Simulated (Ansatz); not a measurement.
# Starting-point dependence of the GW gap of SnH5CN2Cl3 (Amm2), part 2 of 2

How much of the starting functional survives in the G0W0 gap of SnH5CN2Cl3 (Amm2)?

Ansatz 0.2.0; G0W0 on several functionals, plane waves, PAW. Known limits of the many-body steps: not at the basis limit; no spin-orbit coupling; coarse k mesh.

So far. Step 3 (G0W0 on PBEsol): Against the run with 2×2×2 mesh, 439 empty bands, screening to 100 eV, PAW set soft_1 files on LDA, the gap moves by +0.017 eV, while the start moved by +0.04 eV. Step 4 (G0W0 on PBE): Against the run with 2×2×2 mesh, 439 empty bands, screening to 100 eV, PAW set soft_1 files on PBEsol, the gap moves by +0.05 eV, while the start moved by +0.11 eV.

In doubt: masses and optical values from hybrid runs of this build are listed as unsure (steps 6, 7, 8), which bears on the screening that GW takes from such a start.

## Step 5: G0W0 on r2SCAN

This step: G0W0 on r2SCAN, plane waves, PAW; PAW set soft_1.

File input.yaml:

```yaml
crystal:
  lattice:
    - [6.040487, 0.0, 0.0]
    - [0.0, 3.859191, 4.153885]
    - [0.0, -3.859191, 4.153885]
  atoms:
    - { symbol: Sn, position: [0.5, 0.372251, 0.372251] }
    - { symbol: H, position: [0.205496, 0.725508, 0.725508] }
    - { symbol: H, position: [0.794504, 0.725508, 0.725508] }
    - { symbol: H, position: [0.329683, 0.916176, 0.916176] }
    - { symbol: H, position: [0.670317, 0.916176, 0.916176] }
    - { symbol: H, position: [0.0, 0.053322, 0.053322] }
    - { symbol: C, position: [0.0, 0.921717, 0.921717] }
    - { symbol: "N", position: [0.191086, 0.847581, 0.847581] }
    - { symbol: "N", position: [0.808914, 0.847581, 0.847581] }
    - { symbol: Cl, position: [0.5, 0.855812, 0.351215] }
    - { symbol: Cl, position: [0.5, 0.351215, 0.855812] }
    - { symbol: Cl, position: [0.0, 0.393951, 0.393951] }
kpoints:
  mp_grid: { grid: [2, 2, 2] }
hamiltonian:
  xc: r2scan
  pseudopotentials: { kind: paw, azcp: { folder: soft_1 } }
scf:
  occupations: { method: fixed }
gw:
  n_empty_bands: 439
  ecut_chi: 100
  qp_bands: [v4, c4]
  qp_kpoints: band_edges
  screening: { model: contour_deformation }
```

Command:

```bash
ansatz run input.yaml --threads 2 --pin off --max-ram 92160MiB --backend cuda --events-out ev --progress --plain --runs-dir out --devices 1 --max-vram 13GiB
```

Numbers of over 12 decimals in the logs are rounded to 6 here.

What it wrote:

```text
GPUs: using 1 of 1 available (devices: 1).
[...]
GPU FFT provider: cuFFT
GPU libraries: cuBLAS 13.8.2, cuFFT 12.4.0, cuSOLVER 12.3.4
Crystal: 12 atoms, lattice volume = 193.666 Å³
Basis set: ecut = 500 eV, 4887 PW (Γ), exchange–correlation on 180×180×180 points (64 copies of the dense FFT grid, shifted against one another)
Bands: 39, of which v1, the nominal top of the filled ones, is band 27 counted from 1 (26 counted from 0)
[...]
5    27      2.5627   -19.5989     1.4403   -17.5992  0.7455     1.9928     2.0035  root
     5    28      4.0541    -6.8248    -3.6497   -10.8103  0.7662     4.3935     4.3899  root
     5    29      4.4378    -7.5049    -3.7716   -11.6386  0.7642     4.8043     4.7999  root
     5    30      4.4766    -7.2698    -3.7652   -11.4120  0.7633     4.8584     4.8536  root
     5    31      5.8570    -9.1398    -4.3386   -14.8211  0.7534     7.3270     7.1997  root ?
[key lines of the parts left out:]
SCF converged after 9 iterations
Free energy (F): -10396.804291 eV
Fermi energy:    2.562713 eV
```

The job ended after 19 s (1 × NVIDIA H100 80GB HBM3 (shared by 6 runs) with 2 threads of AMD EPYC 7R13 (Zen 3), shared host; peak memory 1.7 GiB).

Numbers from this step:

```yaml
bands_summed: 466
rpa_eps_infinity_on_this_mesh_eigenvalues: 6.888, 7.644, 7.904
plane_waves_in_the_screening_matrix: 441
g0w0_gap_on_the_mesh: 2.386 eV
k_of_the_valence_top: -0.5, -0.5, -0.5
k_of_the_conduction_bottom: -0.5, -0.5, -0.5
starting_gap_on_the_mesh: 1.491 eV
least_direct_g0w0_gap_on_the_computed_points: 2.386 eV
```

Against the run with 2×2×2 mesh, 439 empty bands, screening to 100 eV, PAW set soft_1 files on PBE, the gap moves by +0.26 eV, while the start moved by +0.24 eV.

## Step 6: G0W0 on HSE06

This step: G0W0 on HSE06, plane waves, PAW; PAW set soft_1.

input.yaml, as its differences from that of step 5:

```diff
@@ -21,3 +21,3 @@
 hamiltonian:
-  xc: r2scan
+  xc: hse06
   pseudopotentials: { kind: paw, azcp: { folder: soft_1 } }
```

What it wrote:

```text
exact exchange: scf.exx.singularity resolves to wigner_seitz, which cuts the screened interaction at the faces of the exchange supercell's Wigner-Seitz cell, so that each pair interacts once, at the shortest of its separations (the periodic images that this leaves out come, for a point-like exchange hole, to about 0.001 eV on a filled level). The cut falls within the interaction's reach, and what an exchange supercel [...]
GPUs: using 1 of 1 available (devices: 1).
[...]
0    30      7.5663    -8.9647    -4.0529   -13.3636  0.7493     7.9163     7.9124  root
     0    31      8.1965    -6.3716    -3.8658   -10.4745  0.7764     8.4351     8.4336  root
[...]
5    28      4.2522    -6.6587    -3.5142   -10.4349  0.7895     4.5157     4.5142  root
     5    29      4.6049    -7.3452    -3.6316   -11.2932  0.7875     4.9237     4.9213  root
     5    30      4.6792    -7.1139    -3.6204   -11.0379  0.7867     4.9849     4.9827  root
     5    31      6.3832    -8.8846    -4.0215   -14.0199  0.7787     7.5344     7.4970  root
[key lines of the parts left out:]
Free energy (F): -10372.913171 eV
Fermi energy:    2.269000 eV
```

Wall time 41 s (1 × NVIDIA H100 80GB HBM3 (shared by 6 runs) with 2 threads); peak memory 1.7 GiB; 48 s of CPU time.

Numbers from this step:

- bands summed: 466
- RPA ε∞ on this mesh (eigenvalues): 5.280, 5.545, 6.027
- plane waves in the screening matrix: 441
- G0W0 gap on the mesh: 2.647 eV
- k of the valence top: -0.5, -0.5, -0.5
- k of the conduction bottom: -0.5, -0.5, -0.5
- starting gap on the mesh: 1.983 eV
- least direct G0W0 gap on the computed points: 2.647 eV

Against the run with 2×2×2 mesh, 439 empty bands, screening to 100 eV, PAW set soft_1 files on r2SCAN, the gap moves by +0.26 eV, while the start moved by +0.49 eV.

## Step 7: G0W0 on PBE0

This step: G0W0 on PBE0, plane waves, PAW; PAW set soft_1.

input.yaml, as its differences from that of step 6:

```diff
@@ -21,3 +21,3 @@
 hamiltonian:
-  xc: hse06
+  xc: pbe0
   pseudopotentials: { kind: paw, azcp: { folder: soft_1 } }
```

What it wrote:

```text
GPUs: using 1 of 1 available (devices: 1).
[...]
GPU FFT provider: cuFFT
GPU libraries: cuBLAS 13.8.2, cuFFT 12.4.0, cuSOLVER 12.3.4
Crystal: 12 atoms, lattice volume = 193.666 Å³
Basis set: ecut = 420 eV, 3785 PW (Γ)
Bands: 39, of which v1, the nominal top of the filled ones, is band 27 counted from 1 (26 counted from 0)
Symmetry: 4 space group operations
[...]
k-points: 6 of 8
[...]
0    30      7.9318    -8.9498    -3.8671   -12.9775  0.7743     8.0933     8.0925  root
     0    31      8.5549    -6.3124    -3.6936   -10.0450  0.8015     8.5939     8.5939  root
[...]
5    28      4.5866    -6.6548    -3.3765   -10.0936  0.8110     4.6489     4.6489  root
     5    29      4.9445    -7.3360    -3.4890   -10.9409  0.8090     5.0605     5.0602  root
     5    30      5.0196    -7.1088    -3.4758   -10.6877  0.8085     5.1228     5.1226  root
     5    31      6.7711    -8.8723    -3.8267   -13.6211  0.7998     7.7083     7.6930  root
[key lines of the parts left out:]
Free energy (F): -10373.012935 eV
Fermi energy:    1.893607 eV
```

It took 40 s on 1 × NVIDIA H100 80GB HBM3 (shared by 6 runs) with 2 threads; peak memory 1.7 GiB.

This step gave:

| Quantity | Value |
| --- | --- |
| bands summed | 466 |
| RPA ε∞ on this mesh (eigenvalues) | 4.440, 4.581, 4.996 |
| plane waves in the screening matrix | 441 |
| G0W0 gap on the mesh | 2.920 eV |
| k of the valence top | -0.5, -0.5, -0.5 |
| k of the conduction bottom | -0.5, -0.5, -0.5 |
| starting gap on the mesh | 2.693 eV |
| least direct G0W0 gap on the computed points | 2.920 eV |

Against the run with 2×2×2 mesh, 439 empty bands, screening to 100 eV, PAW set soft_1 files on HSE06, the gap moves by +0.27 eV, while the start moved by +0.71 eV.

## Step 8: G0W0 on Hartree-Fock

This step: G0W0 on Hartree-Fock, plane waves, PAW; PAW set soft_1.

input.yaml, as its differences from that of step 7:

```diff
@@ -21,3 +21,3 @@
 hamiltonian:
-  xc: pbe0
+  xc: hf
   pseudopotentials: { kind: paw, azcp: { folder: soft_1 } }
```

What it wrote:

```text
GPUs: using 1 of 1 available (devices: 1).
[...]
GPU FFT provider: cuFFT
GPU libraries: cuBLAS 13.8.2, cuFFT 12.4.0, cuSOLVER 12.3.4
Crystal: 12 atoms, lattice volume = 193.666 Å³
Basis set: ecut = 420 eV, 3785 PW (Γ)
Bands: 39, of which v1, the nominal top of the filled ones, is band 27 counted from 1 (26 counted from 0)
Symmetry: 4 space group operations
[...]
k-points: 6 of 8
[...]
0    30     11.7929    -7.5898    -2.6691    -7.6143  0.8864     9.1762     9.1483  root
     0    31     12.1353    -4.4094    -2.5705    -4.4439  0.9040     9.6212     9.5992  root
[...]
5    28      7.9454    -5.9764    -2.4489    -6.0466  0.8999     5.5849     5.5665  root
     5    29      8.4515    -6.6479    -2.5323    -6.7303  0.8985     6.0211     6.0015  root
     5    30      8.4869    -6.4136    -2.5021    -6.4917  0.8985     6.0822     6.0628  root
     5    31     11.2663    -7.3756    -2.6269    -7.4012  0.8962     8.6866     8.6649  root
[key lines of the parts left out:]
Free energy (F): -10242.909933 eV
Fermi energy:    0.508087 eV
```

Run time: 39 s. Hardware: 1 × NVIDIA H100 80GB HBM3 (shared by 6 runs) with 2 threads; peak memory 1.7 GiB; 45 s of CPU time.

This step gave:

| Property | Result |
| --- | --- |
| bands summed | 466 |
| RPA ε∞ on this mesh (eigenvalues) | 2.162, 2.178, 2.279 |
| plane waves in the screening matrix | 441 |
| G0W0 gap on the mesh | 4.612 eV |
| k of the valence top | -0.5, -0.5, -0.5 |
| k of the conduction bottom | -0.5, -0.5, -0.5 |
| starting gap on the mesh | 7.437 eV |
| least direct G0W0 gap on the computed points | 4.612 eV |

Against the run with 2×2×2 mesh, 439 empty bands, screening to 100 eV, PAW set soft_1 files on PBE0, the gap moves by +1.69 eV, while the start moved by +4.74 eV.

## Step 9: Side by side

All on the 2×2×2 mesh with 439 empty bands and screening to 100 eV. Times are wall times on 1 × NVIDIA H100 80GB HBM3 (shared by 6 runs) with 2 threads of AMD EPYC 7R13 (Zen 3), shared host, good to a factor of about two.

```tsv
start	starting gap (eV)	shift (eV)	G0W0 gap (eV)	RPA ε∞ (harmonic mean)	Z (valence, conduction)	time
LDA	1.11	+0.95	2.06	11.39	0.72, 0.75	15 s
PBEsol	1.15	+0.93	2.08	10.84	0.72, 0.75	15 s
PBE	1.25	+0.87	2.13	9.53	0.73, 0.75	17 s
r2SCAN	1.49	+0.90	2.39	7.45	0.75, 0.77	19 s
HSE06	1.98	+0.66	2.65	5.60	0.77, 0.79	41 s
PBE0	2.69	+0.23	2.92	4.66	0.79, 0.81	40 s
Hartree-Fock	7.44	−2.83	4.61	2.21	0.89, 0.90	39 s
```

How the two edges are built up, in eV (the quasiparticle level is the starting level plus Σx plus Σc less Vxc):

```tsv
run	edge	start	Σx	Σc	Vxc	Z	QP
LDA	valence top	2.38	-19.67	1.53	-17.79	0.72	2.03
LDA	conduction bottom	3.49	-7.02	-3.89	-11.51	0.75	4.09
PBEsol	valence top	2.64	-19.62	1.57	-17.54	0.72	2.12
PBEsol	conduction bottom	3.78	-6.95	-3.80	-11.17	0.75	4.20
PBE	valence top	2.73	-19.67	1.56	-17.55	0.73	2.16
PBE	conduction bottom	3.98	-6.94	-3.74	-10.98	0.75	4.29
r2SCAN	valence top	2.56	-19.60	1.44	-17.60	0.75	2.00
r2SCAN	conduction bottom	4.05	-6.82	-3.65	-10.81	0.77	4.39
```

## Step 10: Outcome

```
G0W0@LDA          : 2.06 eV (start 1.11 eV)
G0W0@PBEsol       : 2.08 eV (start 1.15 eV)
G0W0@PBE          : 2.13 eV (start 1.25 eV)
G0W0@r2SCAN       : 2.39 eV (start 1.49 eV)
G0W0@HSE06        : 2.65 eV (start 1.98 eV)
G0W0@PBE0         : 2.92 eV (start 2.69 eV)
G0W0@Hartree-Fock : 4.61 eV (start 7.44 eV)
known limits      : not at the basis limit; no spin-orbit coupling; coarse k mesh
```

The starting gaps span 6.33 eV and the G0W0 gaps 2.55 eV. Between LDA and Hartree-Fock, 2.55 eV of the 6.33 eV survives, 40 %. Hartree-Fock screens less than LDA (ε∞ 2.21 against 11.39). Of the 2.55 eV by which its G0W0 gap is higher, the correlation part gives +2.39 eV, and exchange with the one-particle terms, which follow the orbitals, +0.16 eV. On Hartree-Fock the correction is negative: that start lies above its own G0W0 value. The smallest correction, +0.23 eV, is on PBE0, the start nearest to reproducing itself. Bands and cutoff are finite, so the gap is not at the basis limit. The miss can reach some tenths of an eV and take either sign; the mesh is an error of its own. The 2×2×2 mesh is coarse for this cell (its supercell is 11 Å along the shortest edge). The RPA ε∞ on it, from the LDA start, is 10.03, 12.12 and 12.33; such meshes misread the long-range screening, most where the gap is narrow. The program warns that the mesh is coarse for exact exchange, which bears on the hybrid start's gap. The many-body steps are scalar-relativistic: spin-orbit coupling is not in them.

[Paths, hosts, dates, memory and timing lines, banners, echoed tables and standing remarks are left out of the program output.]

[Logs are printed without paths, hosts, clocks, repeated set-up lines and the standing remarks that a program may print on its own settings, such as how far it seeks lower states.]

[Runs of the session that timed out or met a known fault of the program may be left out.]

[Cells called generated may have been cut or substituted from an entry of the Crystallography Open Database or the Materials Project.]

[Hosts, paths, dates, database ids (printed as entryN), source tags and the programs' standing remarks are cut or masked in the printed files.]
